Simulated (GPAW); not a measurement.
# Core-hole calculation of the B K edge in CrB (Cmcm), part 2 of 3

How does the B K edge of CrB (Cmcm) move when the bonds are compressed or stretched?

GPAW 26.7.0; X-ray absorption from dipole matrix elements to empty bands, plane-wave PAW LDA.

So far. Step 2 (The field without a hole): The mesh shows no gap, so the system is treated as a metal and the core electron is put at the Fermi level (neutral cell).

## Step 4: Spectrum with XCH, B atom 3

The holes are 5.1 Å apart. In GPAW the data set carries the hole's charge, so charge=0 means a charged cell and charge=-1 a neutral one. The excited electron is kept in the cell, where it fills the lowest empty states and screens the hole. After the field has converged, empty bands are computed with the density fixed and the dipole matrix elements are summed.

The absorber has 2 B at 1.79 Å, 4 Cr at 2.18 Å, 2 Cr at 2.22 Å and 1 Cr at 2.28 Å (9-fold, site symmetry m2m).

Input file xas.py:

```python
import numpy as np
from ase import Atoms
from ase.parallel import parprint, paropen
from gpaw import GPAW, PW, FermiDirac, Mixer, MixerDif, setup_paths
from gpaw.test import gen
setup_paths.insert(0, '.')
gen('B', name='fch1s', xcname='LDA', corehole=(1, 0, 1), write_xml=True)
from gpaw.mpi import world
world.barrier()

atoms = Atoms('Cr8B8',
    cell=[[1.4845, -3.929, 2.932],
     [1.4845, 3.929, 2.932],
     [-5.938, 0, 0]],
    scaled_positions=[[0.7695, 0.4805, 0.8125],
     [0.2695, 0.9805, 0.0625],
     [0.7695, 0.4805, 0.3125],
     [0.2695, 0.9805, 0.5625],
     [0.7305, 0.0195, 0.9375],
     [0.2305, 0.5195, 0.1875],
     [0.7305, 0.0195, 0.4375],
     [0.2305, 0.5195, 0.6875],
     [0.06, 0.19, 0.8125],
     [0.56, 0.69, 0.0625],
     [0.06, 0.19, 0.3125],
     [0.56, 0.69, 0.5625],
     [0.44, 0.31, 0.9375],
     [0.94, 0.81, 0.1875],
     [0.44, 0.31, 0.4375],
     [0.94, 0.81, 0.6875]],
    magmoms=[3.0, 3.0, 3.0, 3.0, 3.0, 3.0, 3.0, 3.0, 0.0, 0.0, 0.0, 0.0, 0.0, 0.0, 0.0, 0.0],
    pbc=True)
atoms.calc = calc = GPAW(legacy_gpaw=True, mode=PW(430, force_complex_dtype=True), xc='LDA', setups={8: 'fch1s'},
    kpts={'size': (4, 4, 3), 'gamma': True}, occupations=FermiDirac(0.1),
    charge=-1, mixer=MixerDif(0.05, 8, 50), maxiter=150,
    convergence={'density': 0.0001, 'eigenstates': 1e-6}, txt='scf.txt')
energy = atoms.get_potential_energy() + calc.get_reference_energy()
ef = calc.get_fermi_level()
out = dict(energy=energy, fermi=ef, forces=atoms.get_forces().tolist(), magmoms=atoms.get_magnetic_moments().tolist())
parprint(f'all-electron energy {energy:.4f} eV, Fermi level {ef:.4f} eV')
ev = np.array([[calc.get_eigenvalues(k, s) for k in range(len(calc.get_ibz_k_points()))] for s in range(calc.get_number_of_spins())])
out['homo'], out['lumo'], out['counts'] = ev[ev < ef].max(), ev[ev > ef].min(), sorted(set((ev < ef).sum((0, 2)).tolist()))
out['filled'] = (ev[:, 0] < ef).sum(1).tolist()

from ase.units import Ha
from gpaw.xas import dipole_matrix_elements
nb = int(calc.get_number_of_electrons() / 2) + 124
top, nb = nb, nb + 8 + nb // 12
nscf = calc.fixed_density(kpts={'size': (4, 4, 4), 'gamma': True}, nbands=nb,
    convergence={'bands': top, 'eigenstates': 5e-3}, maxiter=60, txt='nscf.txt')
cell = atoms.cell.array
ops = [cell.T @ U.T @ np.linalg.inv(cell.T) for U in nscf.wfs.kd.symmetry.op_scc]
E = np.arange(-6, 34, 0.1)
fwhm = np.interp(E, [4, 25], [0.9, 3.5])
Y, X, zero, highest = 0, 0, 1e9, 1e9
for spin in range(nscf.get_number_of_spins()):
    wfs = nscf.wfs
    mine = wfs.bd.get_slice()  # this rank's bands
    A = dipole_matrix_elements(wfs.setups[8])
    eps = np.zeros((wfs.kd.nibzkpts, nb))
    d = np.zeros((3, A.shape[1], wfs.kd.nibzkpts, nb), complex)
    for kpt in wfs.kpt_u:
        if kpt.s == spin and 8 in kpt.P_ani:
            eps[kpt.k, mine] = kpt.eps_n * Ha
            d[:, :, kpt.k, mine] = (kpt.weight * wfs.nspins / 2) ** 0.5 * np.inner(A, kpt.P_ani[8])
    world.sum(eps)
    world.sum(d)
    T = np.einsum('amkn,bmkn->abkn', d, d.conj()).real
    T = sum(np.einsum('ai,ijkn,bj->abkn', R, T, R) for R in ops) / len(ops)
    empty = eps > ef
    zero, highest = min(zero, eps[empty].min()), min(highest, eps[:, top - 1].min())
    lines = [(eps, T, empty)] if spin == 0 else lines + [(eps, T, empty)]
for eps, T, empty in lines:
    f = np.einsum('aakn->akn', T).reshape(3, -1)
    x = eps.ravel() - zero
    w = np.interp(x, E, fwhm) / 2.35482
    g = np.exp(-0.5 * ((E[:, None] - x) / w) ** 2) / (w * (2 * np.pi) ** 0.5)
    Y = Y + (f * empty.ravel()) @ g.T
    X = X + (f * ~empty.ravel()) @ g.T
out.update(E=E.round(2).tolist(), xas=Y.tolist(), xes=X.tolist(), zero=zero, valid=highest - zero, nk=len(eps), nb=nb)
for i in range(0, len(E), 10):
    parprint(f'{E[i]:7.2f}', *(f'{v:10.3e}' for v in Y[:, i]))
import json
with paropen('out.json', 'w') as f:
    json.dump(out, f)
```

Started as:

```sh
$ OMP_NUM_THREADS=1 mpirun -n 4 gpaw python xas.py
```

Numbers of over 12 decimals in the logs are rounded to 6 here.

Log:

```text
Input parameters:
  charge: -1
  convergence: {density: 0.0001,
                eigenstates: 1e-06}
  kpts: {gamma: True,
         size: (4, 4, 3)}
  maxiter: 150
  mixer: {backend: pulay,
          beta: 0.05,
          method: difference,
          nmaxold: 8,
          weight: 50}
  mode: {ecut: 430.0,
         force_complex_dtype: True,
         name: pw}
  occupations: {fixmagmom: False,
                name: fermi-dirac,
                width: 0.1}
  setups: {8: fch1s}

Initialize ...

[... PAW data sets ...]

Reference energy: -233309.527258  # eV

Spin-polarized calculation.
Initial magnetic moment: 24.000000

[... convergence settings ...]
Symmetries present (total): 1
  [... symmetry matrices ...]

48 k-points: 4 x 4 x 3 Monkhorst-Pack grid + [1/8,1/8,0.000000]
26 k-points in the irreducible part of the Brillouin zone
       k-points in crystal coordinates                weights
   0:     0.00000000    0.00000000    0.00000000          1/48
   1:     0.00000000    0.00000000    0.33333333          2/48
   2:     0.00000000    0.25000000   -0.33333333          2/48
   3:     0.00000000    0.25000000    0.00000000          2/48
   4:     0.00000000    0.25000000    0.33333333          2/48
   5:     0.00000000    0.50000000    0.00000000          1/48
   6:     0.00000000    0.50000000    0.33333333          2/48
   7:     0.25000000   -0.25000000   -0.33333333          2/48
   8:     0.25000000   -0.25000000    0.00000000          2/48
   9:     0.25000000   -0.25000000    0.33333333          2/48
          ...
  25:     0.50000000    0.50000000    0.33333333          2/48

Wave functions: Plane wave expansion
  Cutoff energy: 430.000 eV
  Number of coefficients (min, max): 2739, 2782
  Pulay-stress correction: 0.000000 eV/Ang^3 (de/decut=0.000000)
  Using FFTW library
  Wavefunction extrapolation:
    Improved wavefunction reuse through dual PAW basis

Occupation numbers: Fermi-Dirac:
  width: 0.1000  # eV

Eigensolver
   Davidson(niter=2)

Densities:
  Coarse grid: 25*25*30 grid
  Fine grid: 50*50*60 grid
  Total Charge: 0.000000

Density mixing:
  Method: difference
  Backend: pulay
  Linear mixing parameter: 0.05
  old densities: 8
  Width of damping distribution: 1.1
  Damping of long wavelength oscillations: 50

[... Hamiltonian set-up ...]
Number of atoms: 16
Number of atomic orbitals: 104
Number of bands in calculation: 63
Number of valence electrons: 73
Bands to converge: occupied

... initialized

Initializing position-dependent things.

Density initialized from atomic densities
Creating initial wave functions:
  63 bands from LCAO basis set

                  Cr     Cr
                B      B
                B      B
            Crr    Crr
         B      B
         B      B
       Cr     Cr

Atomic positions and initial magnetic moments

Positions:
   0 Cr    -2.969000   -1.135481    3.665000    ( 0.0000,  0.0000,  3.0000)
   1 Cr     1.484500    2.793519    3.665000    ( 0.0000,  0.0000,  3.0000)
   2 Cr    -0.000000   -1.135481    3.665000    ( 0.0000,  0.0000,  3.0000)
   3 Cr    -1.484500    2.793519    3.665000    ( 0.0000,  0.0000,  3.0000)
   4 Cr    -4.453500   -2.793519    2.199000    ( 0.0000,  0.0000,  3.0000)
   5 Cr     0.000000    1.135481    2.199000    ( 0.0000,  0.0000,  3.0000)
   6 Cr    -1.484500   -2.793519    2.199000    ( 0.0000,  0.0000,  3.0000)
[...]
13 B      1.484500   -0.510770    5.131000    ( 0.0000,  0.0000,  0.0000)
  14 B     -1.484500   -0.510770    2.199000    ( 0.0000,  0.0000,  0.0000)
  15 B     -1.484500   -0.510770    5.131000    ( 0.0000,  0.0000,  0.0000)

Unit cell:
           periodic     x           y           z      points  spacing
  1. axis:    yes    1.484500   -3.929000    2.932000    25     0.1880
  2. axis:    yes    1.484500    3.929000    2.932000    25     0.1880
[...]
iter:  38  -172.176601c  -5.42  -4.90c   +0.0851
[...]
iter:  42  -172.176609c  -5.78  -5.17c   +0.0849
iter:  43  -172.176610c  -5.87  -5.04c   +0.0849
iter:  44  -172.176611c  -5.94  -5.16c   +0.0849
iter:  45  -172.176612c  -6.02c -5.24c   +0.0849

Converged after 45 iterations.

Dipole moment: (-0.264997, 0.781319, -0.511505) |e|*Ang

Total magnetic moment: (0.000000, 0.000000, 0.084914)
Local magnetic moments:
   0 Cr ( 0.000000,  0.000000,  0.040113)
   1 Cr ( 0.000000,  0.000000,  0.024767)
   2 Cr ( 0.000000,  0.000000, -0.016786)
   3 Cr ( 0.000000,  0.000000,  0.024766)
   4 Cr ( 0.000000,  0.000000,  0.040343)
   5 Cr ( 0.000000,  0.000000,  0.043660)
   6 Cr ( 0.000000,  0.000000,  0.043659)
   7 Cr ( 0.000000,  0.000000,  0.040344)
   8 B  ( 0.000000,  0.000000, -0.142562)
   9 B  ( 0.000000,  0.000000, -0.000656)
  10 B  ( 0.000000,  0.000000, -0.001122)
  11 B  ( 0.000000,  0.000000, -0.000656)
  12 B  ( 0.000000,  0.000000,  0.005789)
  13 B  ( 0.000000,  0.000000, -0.000054)
  14 B  ( 0.000000,  0.000000, -0.000054)
  15 B  ( 0.000000,  0.000000,  0.005789)

Energy contributions relative to reference atoms: (reference = -233309.527258)

Kinetic:        -71.362671
Potential:      +25.720166
External:        +0.000000
XC:            -127.453955
Entropy (-ST):   -0.408011
Local:           +1.123853
SIC:             +0.000000
--------------------------
Free energy:   -172.380617
Extrapolated:  -172.176612

Spin contamination: 1.530360 electrons
Showing only first 2 kpts
                      Up                     Down
 Kpt  Band  Eigenvalues  Occupancy  Eigenvalues  Occupancy
  0    34     11.34379    0.96928     11.28085    0.98339
  0    35     11.35949    0.96425     11.38985    0.95217
  0    36     11.49935    0.86944     11.52811    0.83320
  0    37     11.50800    0.85930     11.52832    0.83290

  1    34     11.11019    0.99694     11.11630    0.99675
  1    35     11.16495    0.99473     11.18667    0.99346
  1    36     11.25681    0.98689     11.25930    0.98657
  1    37     11.36422    0.96258     11.38026    0.95635

Fermi level: 11.68895

No gap
No difference between direct/indirect transitions

Forces in eV/Ang:
  0 Cr   -0.00000   -0.09509    0.00001
  1 Cr    0.05311    0.40617    0.06966
  2 Cr   -0.00001    0.21769   -0.00000
  3 Cr   -0.05311    0.40617   -0.06966
  4 Cr    0.12886   -0.20272    0.18207
  5 Cr    0.13260   -0.21675   -0.17755
  6 Cr   -0.13261   -0.21675    0.17755
[...]
13 B    -0.00286    0.05457   -0.02314
 14 B     0.00284    0.05458    0.02314
 15 B     0.00284    0.31571    0.37691
Scalar-relativistic atomic LDA calculation for B (Boron, Z=5)
Core hole in 1s state (1s occupation: 1.0)
300 radial gridpoints.
|------------------------------------------------|
|------------------------------------------------|
[... the atom generator's iteration count ...]

Energy contributions:
-------------------------
Kinetic:      +16.693400
XC:            -2.260601
Potential:    -31.255183
-------------------------
Total:        -16.822384

state      eigenvalue         ekin         rmax
-----------------------------------------------
1s^1.0 :    -8.526766    11.791826        0.204
2s^2.0 :    -0.864526     1.675176        1.279
2p^1.0 :    -0.653666     1.551222        1.105
-----------------------------------------------
(units: Bohr and Hartree)

Generating PAW setup
Kinetic energy of the core from tauc = 11.795725
Cutoffs:
rc(s)=1.200
rc(p)=1.200
rc(d)=1.200
rc(vbar)=1.080
rc(comp)=1.200
rc(nct)=1.200

Kinetic energy of the core states: 11.791826
Charge: 1.0
Core electrons: 1.0
Valence electrons: 3.0
Pseudo-core charge: 0.037612
Shape function alpha=6.944
Pseudo-electron charge 3.041132
state    eigenvalue         norm
--------------------------------
2s(2) :    -0.864526     1.030522
*s    :     0.135474
2p(1) :    -0.653666     0.942475
*p    :     0.346334
*d    :     0.000000
--------------------------------

Diagonalizing with gridspacing h=0.050

state   all-electron     PAW
-------------------------------
2s:      -0.864526    -0.865247
2p:      -0.653666    -0.654690
*d:                   -0.075592
*f:                   -0.015154
-------------------------------
all-electron energy -233481.7039 eV, Fermi level 11.6890 eV
  -6.00  3.402e-59  6.157e-60  3.064e-59
  -5.00  8.585e-43  1.958e-43  8.323e-43
  -4.00  2.489e-29  7.349e-30  2.504e-29
  -3.00  8.748e-19  3.371e-19  8.551e-19
  -2.00  4.007e-11  1.968e-11  3.480e-11
  -1.00  2.662e-06  1.561e-06  1.910e-06
  -0.00  3.675e-04  2.292e-04  2.714e-04
[...]
31.00  5.706e-04  5.296e-04  4.985e-04
  32.00  5.359e-04  4.839e-04  4.510e-04
  33.00  5.167e-04  4.533e-04  4.052e-04
```

The job ended after 6.1 min (4 MPI ranks of Arm Neoverse V1, shared host; peak memory 0.69 GiB).

The B K spectrum, B atom 3, excited-electron core hole (neutral cell) (energy from the lowest empty level; intensity scaled to a mean of 1 over the first 20 eV; polarised curves are means over the symmetry-equivalent atoms):

| E (eV) | isotropic | ε ∥ x | ε ∥ y | ε ∥ z |
| --- | --- | --- | --- | --- |
| -2.0 | 0.00 | 0.00 | 0.00 | 0.00 |
| -1.0 | 0.00 | 0.00 | 0.00 | 0.00 |
| 0.0 | 0.28 | 0.35 | 0.22 | 0.26 |
| 1.0 | 0.88 | 0.66 | 0.78 | 1.21 |
| 2.0 | 1.02 | 0.70 | 1.18 | 1.19 |
| 3.0 | 1.50 | 1.71 | 1.80 | 1.01 |
| 4.0 | 1.51 | 2.44 | 1.79 | 0.31 |
| 5.0 | 1.21 | 2.84 | 0.67 | 0.12 |
| 6.0 | 0.81 | 1.46 | 0.51 | 0.45 |
| 7.0 | 1.32 | 0.38 | 1.19 | 2.38 |
| 8.0 | 1.37 | 0.18 | 1.82 | 2.09 |
| 9.0 | 1.26 | 0.27 | 1.78 | 1.73 |
| 10.0 | 1.23 | 0.42 | 1.68 | 1.59 |
| 11.0 | 1.14 | 0.79 | 1.16 | 1.48 |
| 12.0 | 0.93 | 0.92 | 0.67 | 1.21 |
| 13.0 | 0.83 | 0.93 | 0.56 | 1.00 |
| 14.0 | 0.81 | 0.89 | 0.62 | 0.93 |
| 15.0 | 0.71 | 0.82 | 0.62 | 0.71 |
| 16.0 | 0.76 | 0.94 | 0.71 | 0.62 |
| 17.0 | 0.79 | 0.97 | 0.73 | 0.68 |
| 18.0 | 0.70 | 0.84 | 0.59 | 0.67 |
| 19.0 | 0.63 | 0.76 | 0.48 | 0.65 |
| 20.0 | 0.58 | 0.62 | 0.44 | 0.66 |
| 21.0 | 0.48 | 0.40 | 0.44 | 0.58 |
| 22.0 | 0.38 | 0.26 | 0.45 | 0.44 |
| 23.0 | 0.37 | 0.26 | 0.48 | 0.35 |
| 24.0 | 0.40 | 0.36 | 0.52 | 0.32 |
| 25.0 | 0.44 | 0.45 | 0.56 | 0.32 |
| 26.0 | 0.48 | 0.51 | 0.60 | 0.34 |
| 27.0 | 0.53 | 0.55 | 0.63 | 0.40 |

Main maxima below 24 eV (height): 3.5 eV (1.62), 7.5 eV (1.52), 9.4 eV (1.28) and 16.7 eV (0.80). A K edge sees empty p states on the absorber.

The total-energy difference is 185.17 eV. The functional leaves an error in such absolute values: in the free atom LDA prices this hole 2.2 eV below PBE (computed apart), and PBE is itself good to a few eV.

## Step 5: Reference energy of the supercell

The cell changes for the next run, so it gets a reference energy of its own.

The cell differs from the one that the last finished run ended in (a 5.122 → 4.964 Å, b 5.122 → 4.964 Å, c 5.938 → 5.754 Å).

Input file scf.py:

```python
import numpy as np
from ase import Atoms
from ase.parallel import parprint, paropen
from gpaw import GPAW, PW, FermiDirac, Mixer, MixerDif, setup_paths
from gpaw.test import gen
setup_paths.insert(0, '.')
gen('B', name='nch1s', xcname='LDA', corehole=(1, 0, 0), write_xml=True)
from gpaw.mpi import world
world.barrier()

atoms = Atoms('Cr8B8',
    cell=[[1.43855785, -3.80740573, 2.84126078],
     [1.43855785, 3.80740573, 2.84126078],
     [-5.75423142, 0, 0]],
    scaled_positions=[[0.7695, 0.4805, 0.8125],
     [0.2695, 0.9805, 0.0625],
     [0.7695, 0.4805, 0.3125],
     [0.2695, 0.9805, 0.5625],
     [0.7305, 0.0195, 0.9375],
     [0.2305, 0.5195, 0.1875],
     [0.7305, 0.0195, 0.4375],
     [0.2305, 0.5195, 0.6875],
     [0.06, 0.19, 0.8125],
     [0.56, 0.69, 0.0625],
     [0.06, 0.19, 0.3125],
     [0.56, 0.69, 0.5625],
     [0.44, 0.31, 0.9375],
     [0.94, 0.81, 0.1875],
     [0.44, 0.31, 0.4375],
     [0.94, 0.81, 0.6875]],
    magmoms=[3.0, 3.0, 3.0, 3.0, 3.0, 3.0, 3.0, 3.0, 0.0, 0.0, 0.0, 0.0, 0.0, 0.0, 0.0, 0.0],
    pbc=True)
atoms.calc = calc = GPAW(legacy_gpaw=True, mode=PW(430, force_complex_dtype=True), xc='LDA', setups={8: 'nch1s'},
    kpts={'size': (4, 4, 3), 'gamma': True}, occupations=FermiDirac(0.1),
    charge=0, mixer=MixerDif(0.05, 8, 50), maxiter=150,
    convergence={'density': 0.0001, 'eigenstates': 1e-6}, txt='scf.txt')
energy = atoms.get_potential_energy() + calc.get_reference_energy()
ef = calc.get_fermi_level()
out = dict(energy=energy, fermi=ef, forces=atoms.get_forces().tolist(), magmoms=atoms.get_magnetic_moments().tolist())
parprint(f'all-electron energy {energy:.4f} eV, Fermi level {ef:.4f} eV')
ev = np.array([[calc.get_eigenvalues(k, s) for k in range(len(calc.get_ibz_k_points()))] for s in range(calc.get_number_of_spins())])
out['homo'], out['lumo'], out['counts'] = ev[ev < ef].max(), ev[ev > ef].min(), sorted(set((ev < ef).sum((0, 2)).tolist()))
out['filled'] = (ev[:, 0] < ef).sum(1).tolist()
import json
with paropen('out.json', 'w') as f:
    json.dump(out, f)
```

Started as:

```sh
$ OMP_NUM_THREADS=1 mpirun -n 4 gpaw python scf.py
```

Log:

```text
Input parameters:
  convergence: {density: 0.0001,
                eigenstates: 1e-06}
  kpts: {gamma: True,
         size: (4, 4, 3)}
  maxiter: 150
  mixer: {backend: pulay,
          beta: 0.05,
          method: difference,
          nmaxold: 8,
          weight: 50}
  mode: {ecut: 430.0,
         force_complex_dtype: True,
         name: pw}
  occupations: {fixmagmom: False,
                name: fermi-dirac,
[...]
2s(2) :    -0.344821     1.005361
*s    :     0.655179
2p(1) :    -0.136481     0.982498
*p    :     0.863519
*d    :     0.000000
--------------------------------

Diagonalizing with gridspacing h=0.050

state   all-electron     PAW
-------------------------------
2s:      -0.344821    -0.345234
2p:      -0.136481    -0.136840
*d:                    0.041809
*f:                    0.072211
-------------------------------
all-electron energy -233667.4053 eV, Fermi level 12.9803 eV
[key lines of the parts left out:]
Converged after 39 iterations.
Dipole moment: (-0.000008, -0.000006, -0.000011) |e|*Ang
Free energy:   -153.192770
Fermi level: 12.98035
```

Elapsed: 2.8 min, on 4 MPI ranks; peak memory 0.41 GiB.

Reference energy: -233667.405 eV with the cores included.

## Step 6: Spectrum with XCH, B atom 3

Shorter bonds are expected to push antibonding states and scattering resonances up, and longer ones down; the cell is scaled to test that.

Changed against the first core-hole run: volume scale from 1 to 0.91.

Edit xas.py of step 4 so:

```diff
@@ -11,5 +11,5 @@
 atoms = Atoms('Cr8B8',
-    cell=[[1.4845, -3.929, 2.932],
-     [1.4845, 3.929, 2.932],
-     [-5.938, 0, 0]],
+    cell=[[1.43855785, -3.80740573, 2.84126078],
+     [1.43855785, 3.80740573, 2.84126078],
+     [-5.75423142, 0, 0]],
     scaled_positions=[[0.7695, 0.4805, 0.8125],
@@ -46,5 +46,5 @@
 from gpaw.xas import dipole_matrix_elements
-nb = int(calc.get_number_of_electrons() / 2) + 124
+nb = int(calc.get_number_of_electrons() / 2) + 117
 top, nb = nb, nb + 8 + nb // 12
-nscf = calc.fixed_density(kpts={'size': (4, 4, 4), 'gamma': True}, nbands=nb,
+nscf = calc.fixed_density(kpts={'size': (5, 5, 4), 'gamma': True}, nbands=nb,
     convergence={'bands': top, 'eigenstates': 5e-3}, maxiter=60, txt='nscf.txt')
```

Started as:

```sh
$ OMP_NUM_THREADS=1 mpirun -n 4 gpaw python xas.py
```

Log:

```text
Input parameters:
  charge: -1
  convergence: {density: 0.0001,
                eigenstates: 1e-06}
  kpts: {gamma: True,
         size: (4, 4, 3)}
  maxiter: 150
  mixer: {backend: pulay,
          beta: 0.05,
          method: difference,
          nmaxold: 8,
          weight: 50}
  mode: {ecut: 430.0,
         force_complex_dtype: True,
         name: pw}
  occupations: {fixmagmom: False,
[...]
2s:      -0.864526    -0.865247
2p:      -0.653666    -0.654690
*d:                   -0.075592
*f:                   -0.015154
-------------------------------
all-electron energy -233482.4209 eV, Fermi level 13.1473 eV
  -6.00  3.584e-59  1.723e-59  2.379e-59
  -5.00  9.318e-43  4.813e-43  6.397e-43
  -4.00  2.672e-29  1.527e-29  1.921e-29
  -3.00  8.712e-19  5.673e-19  6.667e-19
[...]
32.00  5.658e-04  5.712e-04  5.093e-04
  33.00  5.466e-04  4.992e-04  4.883e-04
[key lines of the parts left out:]
Converged after 46 iterations.
Dipole moment: (-0.293190, 0.758792, -0.524544) |e|*Ang
Free energy:   -173.069757
Fermi level: 13.14725
```

Elapsed: 6.9 min, on 4 MPI ranks; peak memory 0.73 GiB; 27 min of CPU time.

| E (eV) | first run | this run |
| --- | --- | --- |
| -2.0 | 0.00 | 0.00 |
| -1.0 | 0.00 | 0.00 |
| 0.0 | 0.28 | 0.26 |
| 1.0 | 0.88 | 0.81 |
| 2.0 | 1.02 | 0.95 |
| 3.0 | 1.50 | 1.31 |
| 4.0 | 1.51 | 1.62 |
| 5.0 | 1.21 | 1.40 |
| 6.0 | 0.81 | 0.97 |
| 7.0 | 1.32 | 0.76 |
| 8.0 | 1.37 | 1.38 |
| 9.0 | 1.26 | 1.28 |
| 10.0 | 1.23 | 1.19 |
| 11.0 | 1.14 | 1.19 |
| 12.0 | 0.93 | 1.07 |
| 13.0 | 0.83 | 0.89 |
| 14.0 | 0.81 | 0.80 |
| 15.0 | 0.71 | 0.80 |
| 16.0 | 0.76 | 0.73 |
| 17.0 | 0.79 | 0.74 |
| 18.0 | 0.70 | 0.80 |
| 19.0 | 0.63 | 0.74 |
| 20.0 | 0.58 | 0.66 |
| 21.0 | 0.48 | 0.61 |
| 22.0 | 0.38 | 0.54 |
| 23.0 | 0.37 | 0.44 |
| 24.0 | 0.40 | 0.38 |
| 25.0 | 0.44 | 0.40 |
| 26.0 | 0.48 | 0.44 |
| 27.0 | 0.53 | 0.47 |

This run also has another mesh (5×5×4 against 4×4×4), so the 16 % r.m.s. difference can't be laid on the changed setting alone. The highest intensity below 16 eV goes from 3.5 eV (1.62) to 3.9 eV (1.64).

The photon energy of the zero moves by -0.19 eV.

(Continued in part 3 of 3.)

[Banner, clock and machine lines of the logs are left out without a mark of their own.]

[Logs are printed without paths, hosts, clocks, repeated set-up lines and the standing remarks that a program may print on its own settings, such as how far it seeks lower states.]

[Hosts, paths, dates, database ids (printed as entryN), source tags and the programs' standing remarks are cut or masked in the printed files.]

[Lists of maxima count a maximum above −3 eV only where it reaches 4 % of the highest in the window and stands out from its surroundings by 2 % of it (1.5 % where it reaches 55 %); shoulders and weaker maxima are passed over, and of the rest the first, up to two pre-edge ones and the few strongest are named.]
